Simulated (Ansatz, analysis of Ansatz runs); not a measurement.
## How often does Mg try the jump in MgB2C2 (Pnnm)?

Aim: the prefactor of a hop in MgB2C2 (Pnnm) (Mg_i hop between voids (2.3 Å), charge +2) from the modes of the moving atom at the start and at the top of a path found beforehand. Model: a cell of 60 host atoms with 1 Mg put in.

Program: Ansatz 0.2.0. Level of theory: plane-wave PAW DFT, PBEsol; finite-difference force constants of the moving atom alone. Results are calculated unless marked as measured.

## 1. Set-up

The cell holds 61 atoms: 13 Mg, 24 B and 24 C. Its edges and angles: a = 8.529 Å, b = 8.529 Å, c = 8.298 Å, α = 90.0°, β = 90.0°, γ = 65.6°. It derives from MgB2C2 (space group Pnnm). Nearest the centre at fractional (0.250, 0.750, 0.333): Mg61 at 1.38 Å, B31 at 1.82 Å, B29 at 1.82 Å, C37 at 2.10 Å, C39 at 2.10 Å, C16 at 2.55 Å, C14 at 2.55 Å, C36 at 2.56 Å. The cell carries charge +2.

The cell's shortest repeat is 8.3 Å.

## 2. Vibrations of the moving atom at the start point

Harmonic transition-state theory takes the prefactor from the modes at the minimum and at the top. Only the moving atom is displaced, by 0.02 Å, which takes six displaced runs and a reference; the host's atoms are held.

File qp2.start.modes/input.yaml:

```yaml
crystal:
  lattice:
    - [4.61704896, 7.1710112, 0.0]
    - [-4.61704896, 7.1710112, 0.0]
    - [0.0, 0.0, 8.29768847]
  atoms:
    - { symbol: Mg, position: [0.01322649, 0.49086402, 0.16704822] }
    - { symbol: Mg, position: [0.48679808, 0.00943199, 0.16677906] }
    - { symbol: Mg, position: [-0.03668699, 0.01982173, -0.0035131] }
    - { symbol: Mg, position: [0.53681599, 0.48046055, -0.00381238] }
    - { symbol: B, position: [0.31337966, 0.43346736, 0.16693225] }
    - { symbol: B, position: [0.79068043, 0.92211586, 0.16685458] }
    - { symbol: B, position: [0.18668804, 0.06680091, 0.16697152] }
    - { symbol: B, position: [0.70939755, 0.57813187, 0.16702567] }
    - { symbol: B, position: [0.4368012, 0.80118481, -0.00392315] }
    - { symbol: B, position: [0.92774588, 0.30649945, -8.175e-05] }
    - { symbol: B, position: [0.06320571, 0.69902964, -0.0038224] }
    - { symbol: B, position: [0.57233378, 0.1938858, -0.00037137] }
    - { symbol: C, position: [-0.00049823, 0.21486425, 0.167008] }
    - { symbol: C, position: [0.5144535, 0.71234268, 0.16702251] }
    - { symbol: C, position: [0.50057583, 0.28539531, 0.16688061] }
    - { symbol: C, position: [0.98562812, 0.78791907, 0.1668713] }
    - { symbol: C, position: [0.22308248, 0.51664718, 0.00112923] }
    - { symbol: C, position: [0.7039636, -0.00178409, -0.00023211] }
    - { symbol: C, position: [0.27711933, 0.98377201, 0.00120649] }
    - { symbol: C, position: [0.79612827, 0.50227402, -0.00017826] }
    - { symbol: Mg, position: [0.01155476, 0.49211384, 0.50226222] }
    - { symbol: Mg, position: [0.48850405, 0.00809192, 0.50223063] }
    - { symbol: Mg, position: [-0.03680389, 0.01982248, 0.33765821] }
    - { symbol: Mg, position: [0.53680312, 0.48045431, 0.33737517] }
    - { symbol: B, position: [0.31170099, 0.43461261, 0.50024568] }
    - { symbol: B, position: [0.79327004, 0.9200624, 0.50199442] }
    - { symbol: B, position: [0.1883577, 0.06568425, 0.50031901] }
    - { symbol: B, position: [0.70678913, 0.58022695, 0.50206686] }
    - { symbol: B, position: [0.43691259, 0.80124744, 0.3377153] }
    - { symbol: B, position: [0.92774408, 0.30636059, 0.33426681] }
    - { symbol: B, position: [0.06325355, 0.69907998, 0.33782447] }
    - { symbol: B, position: [0.57231666, 0.19377793, 0.33397618] }
    - { symbol: C, position: [-0.00053401, 0.21274906, 0.50055733] }
    - { symbol: C, position: [0.51381976, 0.7159642, 0.50162243] }
    - { symbol: C, position: [0.50036999, 0.28719781, 0.50029478] }
    - { symbol: C, position: [0.98628792, 0.78424494, 0.5016125] }
    - { symbol: C, position: [0.22293153, 0.51648975, 0.33269882] }
    - { symbol: C, position: [0.70393393, -0.00201896, 0.33406249] }
    - { symbol: C, position: [0.27705705, 0.98365879, 0.33276632] }
    - { symbol: C, position: [0.79612779, 0.50205394, 0.33412335] }
    - { symbol: Mg, position: [0.0115193, 0.4921583, 0.83161309] }
    - { symbol: Mg, position: [0.48854458, 0.00812015, 0.83156861] }
    - { symbol: Mg, position: [-0.01058951, -6.857e-05, 0.66702433] }
    - { symbol: Mg, position: [0.51062202, 0.50035791, 0.66682356] }
    - { symbol: B, position: [0.31169306, 0.43457383, 0.83359316] }
    - { symbol: B, position: [0.7933035, 0.92003842, 0.83183239] }
    - { symbol: B, position: [0.18836368, 0.06565777, 0.83366075] }
    - { symbol: B, position: [0.70678794, 0.58018037, 0.83189794] }
    - { symbol: B, position: [0.42972636, 0.80328685, 0.66681069] }
    - { symbol: B, position: [0.92573697, 0.30420307, 0.66711972] }
    - { symbol: B, position: [0.07033644, 0.69698249, 0.66707592] }
    - { symbol: B, position: [0.57432249, 0.19605403, 0.66677828] }
    - { symbol: C, position: [-0.00029109, 0.21309831, 0.83360103] }
    - { symbol: C, position: [0.51375937, 0.71599411, 0.83229145] }
    - { symbol: C, position: [0.50057366, 0.28746885, 0.83334112] }
    - { symbol: C, position: [0.98628564, 0.78432521, 0.83228032] }
    - { symbol: C, position: [0.22049025, 0.50893973, 0.66691356] }
    - { symbol: C, position: [0.70566519, 0.00085567, 0.66693699] }
    - { symbol: C, position: [0.27956315, 0.99130836, 0.66699281] }
    - { symbol: C, position: [0.79440327, 0.49939658, 0.66696949] }
    - { symbol: Mg, position: [0.25003895, 0.75015477, 0.16698416] }
  symmetry: { detect: false }
total_charge: 2
basis:
  ecutwfc: 420
  xc_grid: 2
hamiltonian:
  xc: pbesol
kpoints:
  mp_grid: { grid: [1, 1, 1], shift: [0.25, 0.25, 0.25] }
scf:
  occupations: { method: fixed }
  max_iter: 100
phonons:
  supercell: [1, 1, 1]
  displaced_sites: [60]
  amplitude: 0.02
```

Launch:

```console
ansatz run input.yaml --threads 4 --pin off --max-ram 7536MiB --backend cpu --events-out ev --progress --plain --runs-dir out
```

Numbers of over 12 decimals in the logs are rounded to 6 here.

The program printed:

```text
[... repeated set-up lines and file paths are left out, and long positions are rounded to six places ...]
Engine: ansatz 0.2.0, x86_64-unknown-linux-gnu
Pseudopotentials: kind: paw
Pseudopotential: Mg, paw, valence charge 10, recommended cutoff 420 eV (normal), Mg.paw.azcp
Pseudopotential: B, paw, valence charge 3, recommended cutoff 420 eV (normal), B.paw.azcp
Pseudopotential: C, paw, valence charge 4, recommended cutoff 420 eV (normal), C.paw.azcp
Functional definition: PBEsol
  exchange = pbesol_x
  correlation = pbesol_c
Crystal: 61 atoms, lattice volume = 549.455 Å³
Basis set: ecut = 420 eV, 10723 PW (Γ), exchange–correlation on 120×120×120 points (8 copies of the dense FFT grid, shifted against one another)
Bands: 209, of which v1, the nominal top of the filled ones, is band 148 counted from 1 (147 counted from 0)
Symmetry: 1 space group operations
k-points: 1
Non-local potential: Mg, projectors of the file, l = 0: 3, l = 1: 2, l = 2: 1
Non-local potential: B, projectors of the file, l = 0: 2, l = 1: 2, l = 2: 1
Non-local potential: C, projectors of the file, l = 0: 2, l = 1: 2, l = 2: 1
PAW form: soft (Blöchl's): semilocal exchange-correlation on the pseudo side does not see the compensation charge
PAW frozen core: Mg, regenerated for the run's functional, and the local potential with it (the file was generated under x = pbe(κ = 0.804, μ = 0.219515), c = pbe(β = 0.066725))
PAW frozen core: B, regenerated for the run's functional, and the local potential with it (the file was generated under x = pbe(κ = 0.804, μ = 0.219515), c = pbe(β = 0.066725))
PAW frozen core: C, regenerated for the run's functional, and the local potential with it (the file was generated under x = pbe(κ = 0.804, μ = 0.219515), c = pbe(β = 0.066725))
PAW one-centre angular grid: Mg, 110 points (default); XC on 64 Gauss nodes
PAW one-centre angular grid: B, 110 points (default); XC on 64 Gauss nodes
PAW one-centre angular grid: C, 110 points (default); XC on 64 Gauss nodes
Initial density: superposition of atomic densities (neutral atoms scaled as one to the charged cell's electrons: chi_scale 0, normalization atom), corrected by the library's trained network
Initial wavefunctions: pseudopotential atomic-orbital guess
Functional: x = pbesol(κ = 0.804, μ = 0.123457), c = pbesol(β = 0.046)
SCF iter   1: F=—  HF=-34467.744519 eV  |F-HF|=—  |Δ(HF+E_count)|=         —  Δρ=1.42e-2  dr2=1.10e0  ethr=1.77e-3  ⟨swp⟩=5.0  Hψ=752  notcnv=0  defer=56
preconditioner: auto → Resta (q_TF=auto, 2.461 Å⁻¹)  ε∞=4.2  [insulator: Δε(μ)=1.563 eV  Ē_g=12.261 eV  n_scr=148 (ndim 8)  ℏωp=22.0 eV  f_vac=0.006  ε∞_Penn≈4.2]
SCF iter   2: F=—  HF=-34467.397931 eV  |F-HF|=—  |Δ(HF+E_count)|=   3.47e-1  Δρ=7.11e-3  dr2=3.20e-1  ethr=3.72e-4  ⟨swp⟩=2.0  Hψ=243  notcnv=0  defer=59
SCF iter   3: F=—  HF=-34467.266531 eV  |F-HF|=—  |Δ(HF+E_count)|=   1.31e-1  Δρ=1.36e-3  dr2=1.38e-2  ethr=1.08e-4  ⟨swp⟩=2.0  Hψ=291  notcnv=0  defer=59
SCF iter   4: F=—  HF=-34467.262683 eV  |F-HF|=—  |Δ(HF+E_count)|=   3.85e-3  Δρ=4.08e-4  dr2=1.13e-3  ethr=4.66e-6  ⟨swp⟩=2.0  Hψ=252  notcnv=0  defer=59
SCF iter   5: F=—  HF=-34467.262540 eV  |F-HF|=—  |Δ(HF+E_count)|=   1.42e-4  Δρ=1.31e-4  dr2=1.05e-4  ethr=3.81e-7  ⟨swp⟩=2.0  Hψ=247  notcnv=0  defer=59
SCF iter   6: F=—  HF=-34467.262528 eV  |F-HF|=—  |Δ(HF+E_count)|=   1.17e-5  Δρ=3.34e-5  dr2=1.08e-5  ethr=3.54e-8  ⟨swp⟩=2.0  Hψ=216  notcnv=0  defer=55
SCF iter   7: F=—  HF=-34467.262579 eV  |F-HF|=—  |Δ(HF+E_count)|=   5.05e-5  Δρ=1.51e-5  dr2=1.84e-6  ethr=3.66e-9  ⟨swp⟩=2.0  Hψ=303  notcnv=0  defer=55
SCF iter   8: F=—  HF=-34467.262579 eV  |F-HF|=—  |Δ(HF+E_count)|=   4.16e-7  Δρ=3.18e-6  dr2=7.02e-8  ethr=6.22e-10  ⟨swp⟩=2.0  Hψ=250  notcnv=0  defer=55
SCF iter   9: F=—  HF=-34467.262579 eV  |F-HF|=—  |Δ(HF+E_count)|=   5.31e-8  Δρ=6.68e-7  dr2=3.59e-9  ethr=2.37e-11  ⟨swp⟩=2.0  Hψ=250  notcnv=0  defer=55
SCF iter  10: F=-34467.262579 eV  HF=-34467.262579 eV  |F-HF|=2.55e-10  |Δ(HF+E_count)|=   1.27e-9  Δρ=2.34e-7  dr2=5.45e-10  ethr=1.00e-12  ⟨swp⟩=16.0  Hψ=1450  notcnv=0
SCF 1 converged in 10 iterations: F = -34467.262579 eV  dr2 = 5.45e-10
  greatest PAW one-centre occupation: 1.000 electrons in one spin orbital (limit 2), on the Mg atom at site 60 (counted from 0), in its partial waves of l = 0
Initial density: handed on by an earlier stage of this run
Initial wavefunctions: those handed on with the density
[...]
SCF 2 converged in 8 iterations: F = -34467.260331 eV  dr2 = 1.23e-11
[...]
SCF 3 converged in 6 iterations: F = -34467.260325 eV  dr2 = 4.76e-12
[...]
SCF 4 converged in 8 iterations: F = -34467.259639 eV  dr2 = 1.01e-11
[...]
SCF 5 converged in 5 iterations: F = -34467.259697 eV  dr2 = 9.86e-11
[...]
SCF iter   6: F=—  HF=-34467.261310 eV  |F-HF|=—  |Δ(HF+E_count)|=   6.40e-9  Δρ=6.21e-7  dr2=2.86e-9  ethr=1.66e-11  ⟨swp⟩=2.0  Hψ=289  notcnv=0  defer=50
SCF iter   7: F=—  HF=-34467.261310 eV  |F-HF|=—  |Δ(HF+E_count)|=   1.67e-9  Δρ=2.12e-7  dr2=3.83e-10  ethr=1.00e-12  ⟨swp⟩=2.0  Hψ=302  notcnv=0  defer=50
SCF iter   8: F=-34467.261310 eV  HF=-34467.261310 eV  |F-HF|=7.28e-12  |Δ(HF+E_count)|=  1.38e-10  Δρ=8.13e-8  dr2=5.14e-11  ethr=1.00e-12  ⟨swp⟩=4.0  Hψ=644  notcnv=0
SCF 6 converged in 8 iterations: F = -34467.261310 eV  dr2 = 5.14e-11
iter 1 solved again at ethr=3.64e-9 eV; its pass at ethr=3.10e-3 eV (dr2=1.08e-5 eV) is discarded
SCF iter   1: F=—  HF=-34467.261446 eV  |F-HF|=—  |Δ(HF+E_count)|=         —  Δρ=5.01e-5  dr2=3.25e-6  ethr=3.64e-9  ⟨swp⟩=3.0  Hψ=639  notcnv=0  defer=54
SCF iter   2: F=—  HF=-34467.261330 eV  |F-HF|=—  |Δ(HF+E_count)|=   1.15e-4  Δρ=2.59e-5  dr2=8.71e-7  ethr=1.10e-9  ⟨swp⟩=2.0  Hψ=297  notcnv=0  defer=54
SCF iter   3: F=—  HF=-34467.261331 eV  |F-HF|=—  |Δ(HF+E_count)|=   5.22e-7  Δρ=2.11e-6  dr2=1.91e-8  ethr=2.94e-10  ⟨swp⟩=2.0  Hψ=292  notcnv=0  defer=54
SCF iter   4: F=—  HF=-34467.261331 eV  |F-HF|=—  |Δ(HF+E_count)|=   1.24e-9  Δρ=6.27e-7  dr2=1.27e-9  ethr=6.46e-12  ⟨swp⟩=2.0  Hψ=302  notcnv=0  defer=54
SCF iter   5: F=—  HF=-34467.261331 eV  |F-HF|=—  |Δ(HF+E_count)|=  3.93e-10  Δρ=1.98e-7  dr2=1.22e-10  ethr=1.00e-12  ⟨swp⟩=5.0  Hψ=663  notcnv=0
SCF iter   6: F=-34467.261331 eV  HF=-34467.261331 eV  |F-HF|=7.28e-12  |Δ(HF+E_count)|=  6.55e-11  Δρ=2.74e-8  dr2=4.42e-12  ethr=1.00e-12  ⟨swp⟩=4.0  Hψ=644  notcnv=0
SCF 7 converged in 6 iterations: F = -34467.261331 eV  dr2 = 4.42e-12
SCF converged after 10 iterations
Free energy (F): -34467.262579 eV
Harris-Foulkes:  -34467.262579 eV  (|F-HF|=2.55e-10)
Internal energy: -34467.262579 eV  (E = F + TS)
E sigma→0 (E₀):  -34467.262579 eV
Fermi energy:    8.163328 eV
--- Per-component energies (eV) ---
  E_band       = -3887.479839
  E_kinetic    = 4337.622306
  E_local      = -23959.504546  (includes V_loc(G=0)·N_el)
  E_nonlocal   = 2170.212150
  E_hartree    = 8477.278190
  E_xc         = -2294.358593
  E_vxc        = -2834.135697  (∫ρ·V_xc dr)
  E_paw        = -7745.385906  (= ΣΔE_a)
  E_vpaw       = -556.230739  (= ΣTr[D̂ρ^β])
  E_aug_tail   = 0.000115  (compensation charges beyond the density's cutoff)
  E_ewald      = -15454.750979
  E_core_change = 1.624684  (= ΣΔE_core)
  E_smearing   = -0.000000  (= −TS)
  E_closure    = 0.000000  (closes the sum)
  E_deformation_potential = 34.090225  (in the stress; not in F)
  Σ components = -34467.262579   (vs F -34467.262579, Δ=0.00e0)
--- Forces (eV/Å), atoms counted from 1 ---
  atom   1  Mg     0.00258149     0.00002760     0.00335979
  atom   2  Mg    -0.00081534     0.00365903    -0.00021520
  [... 11 atoms left out ...]
  atom  14  C      0.00856003    -0.00396960     0.00148706
  [... 1 atom left out ...]
  atom  16  C     -0.00857944     0.00469162    -0.00118497
  [... 7 atoms left out ...]
  atom  24  Mg     0.00213583    -0.00156605    -0.00194332
  [... 4 atoms left out ...]
  atom  29  B     -0.00867467    -0.00198588     0.00423339
  [... 1 atom left out ...]
  atom  31  B      0.00879673     0.00230230     0.00538925
  [... 2 atoms left out ...]
  atom  34  C      0.00691670    -0.00401757    -0.00228427
  [... 1 atom left out ...]
  atom  36  C     -0.00641768     0.00407656    -0.00552343
  atom  37  C     -0.00696616     0.00108984    -0.00071313
  [... 1 atom left out ...]
  atom  39  C      0.00784101    -0.00131606     0.00276300
  [... 21 atoms left out ...]
  atom  61  Mg     0.00014355    -0.00144402    -0.00051848
  max |Σ_I F_I| component: 1.31e-7 eV/Å
--- Band table (eV) ---
  k-point 0: bands = ["-66.6163", "-66.4187", "-66.4187", "-66.4159", [... 201 left out ...] "17.5261", "17.6290", "17.6803", "17.7876"]
--- Phonons: 6 displaced members + reference (amplitude 0.02 Å, Σ member SCF iterations 41) ---
  symmetry images taken by strict's conditions (phonons.symmetry_images: auto; settled by no image being taken that strict refuses)
  force constants formed among 1 of 61 sites (Mg 60); the other 60 at rest. The modes move the named sites alone.
  the frequencies, the zero-point energy and the sums are of the block with the acoustic sum rule laid on its rows. Row sums over every site: 6.0e-5 eV/Å² at the most
  transpose residual: 1.4e-3 eV/Å²
  largest component of a force at the reference: 1.4e-3 eV/Å on a named site, 1.3e-2 eV/Å on a site at rest
  frequencies among the named sites at Γ of the cell (cm⁻¹): 253.82 265.52 473.62
  unstable modes among the named sites: 0
  frequencies as built, with no sum rule (cm⁻¹): 253.82 265.52 473.62
  zero-point energy: 0.061555 eV/cell   skipped modes (ω ≤ 0): 0
  not written: the harmonic force-constant file, the file of eigenvectors (these modes' are written with the force constants), the density of states and the dispersion, which are of every site
```

Run time: 25 s. Hardware: 4 threads of Intel Xeon 6975P-C (Granite Rapids), shared host; peak memory 0.96 GiB; 73 s of CPU time.

The column dr2 measures how far the density is from self-consistency, as an energy; F and HF (Harris–Foulkes) agree once it is small.

This step gave:

| Quantity | Value |
| --- | --- |
| free energy | -34467.2626 eV |
| frequencies of moving atom | 253.8, 265.5, 473.6 cm⁻¹ (negative: imaginary) |

The three modes are 254, 266 and 474 cm⁻¹: all real, a minimum for this atom with the others held.

[end of part 1 of 2]

[Logs are printed without paths, hosts, clocks, repeated set-up lines and the standing remarks that a program may print on its own settings, such as how far it seeks lower states.]

[Hosts, paths, dates, database ids (printed as entryN), source tags and the programs' standing remarks are cut or masked in the printed files.]
